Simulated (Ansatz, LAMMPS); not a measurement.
# Elastic response of glassy 22BaO-78TiO2 (mol %) (89 atoms): runs compared

How stiff is glassy 22BaO-78TiO2 (mol %) (89 atoms), and how do its levels respond to strain?

Computed with Ansatz 0.2.0: Kohn-Sham DFT, PBE, PAW (set soft_1), plane waves.

### Step 1. The cell as built

The cell holds 89 atoms: 7 Ba, 25 Ti and 57 O. Cell: a = 10.885 Å, b = 10.885 Å, c = 10.885 Å, α = 90.0°, β = 90.0°, γ = 90.0°. 89 atoms (7 Ba, 25 Ti, 57 O) placed at random at 4.2 g/cm³, melted at 4000 K for 10 ps at fixed volume with the Morse and Coulomb pair potential with partial charges (Pedone, Malavasi, Menziani, Cormack and Segre, J. Phys. Chem. B 110, 11780 (2006)). Quenched from 4000 K to 300 K at 100 K/ps and fixed volume, held 10 ps at zero pressure.

Limits known from the start: The quench rate of 100 K/ps is many orders above laboratory rates, so the cell is likely richer in defects and strain than a real sample. The starting topology of bonds comes from the classical model, and needn't be the one that DFT or experiment would give. Sampling is at Γ alone. No spin–orbit coupling is included, so levels derived from the heavy atoms are approximate.

### Step 2. The reference run

The reference is a single point at the end of the relaxation.

Every strained cell starts from the geometry of this run, and its atoms are relaxed with the cell held.

Its input, with most atom lines left out:

```yaml
crystal:
  lattice:
    - [10.8585, -0.37004, -0.10133]
    - [-0.37004, 10.60363, -0.06662]
    - [-0.10133, -0.06662, 11.01369]
  atoms:
    - { symbol: Ba, position: [0.12128, 0.08987, 0.89086] }
    - { symbol: Ba, position: [0.53807, 0.38199, 0.19578] }
    - { symbol: Ba, position: [0.24816, 0.81291, 0.40679] }
    - { symbol: Ba, position: [0.60739, 0.72396, 0.44946] }
    - { symbol: Ba, position: [0.77845, 0.09708, 0.70894] }
    - { symbol: Ba, position: [0.10306, 0.43156, 0.66682] }
    - { symbol: Ba, position: [0.94557, 0.93455, 0.27727] }
    [... atom lines 8 to 89 left out ...]
kpoints:
  mp_grid: { grid: [1, 1, 1] }
hamiltonian:
  xc: pbe
  pseudopotentials: { kind: paw, azcp: { folder: soft_1 } }
scf:
  occupations: { method: fixed }
output:
  forces: true
  stress: true
  populations: true
  dos:
    method: { smearing: { sigma: 0.08 } }
    de: 0.1
    projected: { site_lists: { Ba: [Ba], O: [O], Ti: [Ti] } }
  eigenvalues: true
  write_density: true
  write_potential: true
  volumetric_format: npy
  elf: true
```

| Quantity | Value |
| --- | --- |
| free energy per atom | -1534.9549 eV/atom |
| r.m.s. force component | 0.00838 eV/Å |
| pressure | -0.001211 GPa |

Filled and empty levels are parted by 2.78 eV (at Γ alone); a semilocal functional tends to put such gaps too low. In a disordered cell it changes from sample to sample, and tail or defect levels can set it.

### Step 3. The runs

Each row is one run, on 4 threads of Arm Neoverse V1, shared host. The free energy is the program's total, comparable only between runs with the same functional, potentials and atoms.

```tsv
run	atoms	outcome	ionic steps, all passes	free energy (eV)	time	host memory (GiB)
Single point at the start	89	converged	-	-136602.287	30 s	1.8
Cell and atoms relaxed	89	converged	29	-136610.989	9.5 min	1.8
Single point at the relaxed geometry	89	converged	-	-136610.989	43 s	1.8
Volume -3 %	89	converged	7	-136610.737	2.9 min	1.8
Volume +3 %	89	converged	6	-136610.758	2.7 min	1.9
Volume -6 %	89	converged	10	-136609.967	3.8 min	1.8
Volume +6 %	89	converged	8	-136610.115	3.4 min	2.0
Volume -10 %	89	converged	31	-136608.585	11 min	1.8
Stretched by 1 % along x	89	converged	5	-136610.950	2.4 min	1.9
Compressed by 1 % along x	89	converged	5	-136610.942	2.3 min	1.8
Sheared by 2 % in xy	89	converged	5	-136610.927	2.1 min	1.8
```

In some runs the program notes that the SCF threshold is loose for the stress.

### Step 4. Pressure against volume

Atoms are relaxed at each volume, in the scaled cell.

```tsv
volume change (%)	volume (Å³/atom)	energy change (meV/atom)	pressure (GPa)	largest move on relaxing (Å)	bonds	gap (eV)
-10	12.807	27.01	6.92	1.05	196	2.68
-6	13.376	11.47	4.41	0.33	186	2.76
-3	13.803	2.83	2.17	0.14	182	2.80
+0	14.230	0.00	0.00	-	180	2.78
+3	14.657	2.59	-1.93	0.14	178	2.75
+6	15.083	9.81	-3.49	0.31	176	2.74
```

### Step 5. Uniaxial strain and shear

Stress (GPa, compression positive) less that of the relaxed cell, atoms relaxed:

```tsv
strain	xx	yy	zz	xy	energy change (meV/atom)
stretched by 1 % along x	-1.053	-0.593	-0.452	-0.055	0.43
compressed by 1 % along x	1.188	0.597	0.538	-0.002	0.52
sheared by 2 % in xy	-0.026	-0.011	0.050	-0.769	0.69
```

### Step 6. Findings

The bulk modulus, from the slope of pressure against ln V over the three points nearest the relaxed volume, is 68.3 GPa; between neighbouring points the slope runs 58, 71, 71, 65 and 54 GPa from the smallest volume up, without a steady fall, so no pressure derivative is given. The count of bonds runs from 176 to 196 over the series, so at some points contacts cross the cutoffs. At -10 % some atom moved by over 0.5 Å on relaxing, so that point may sit in another local minimum. The gap goes from 2.68 eV at the smallest volume to 2.74 eV at the largest, not monotonically (lowest 2.68, highest 2.80 eV), on the run's k-points. In the Cartesian axes of the cell, finite differences give C11 = 112, C12 = 59.5, C13 = 49.5 and C66 = 38.5 GPa (the shear of 2 % is the engineering strain, εxy = 0.01). The mean of C11, C12 and C13, which equals the bulk modulus in a cubic or isotropic solid, is 73.7 GPa: it agrees with the bulk modulus within 10 %. For an isotropic solid C66 would equal (C11 − C12)/2 = 26.3 GPa; so small a sample needn't be isotropic, and C66 rests on one shear. The two differ too much for isotropic moduli to be formed.

Caveats: Strains are finite and relaxations stop at the force tolerance of the input, which can leave moduli too stiff; they are those of a static cell at zero temperature. Volumes are changed with the cell's shape held, so in an anisotropic solid the modulus lies over the one under free hydrostatic load. The program notes that the SCF threshold of the relaxations is loose for the stress.

The DFT runs together took 41 min of wall time.

[Logs are printed without paths, hosts, clocks, repeated set-up lines and the standing remarks that a program may print on its own settings, such as how far it seeks lower states.]

[Hosts, paths, dates, database ids (printed as entryN), source tags and the programs' standing remarks are cut or masked in the printed files.]
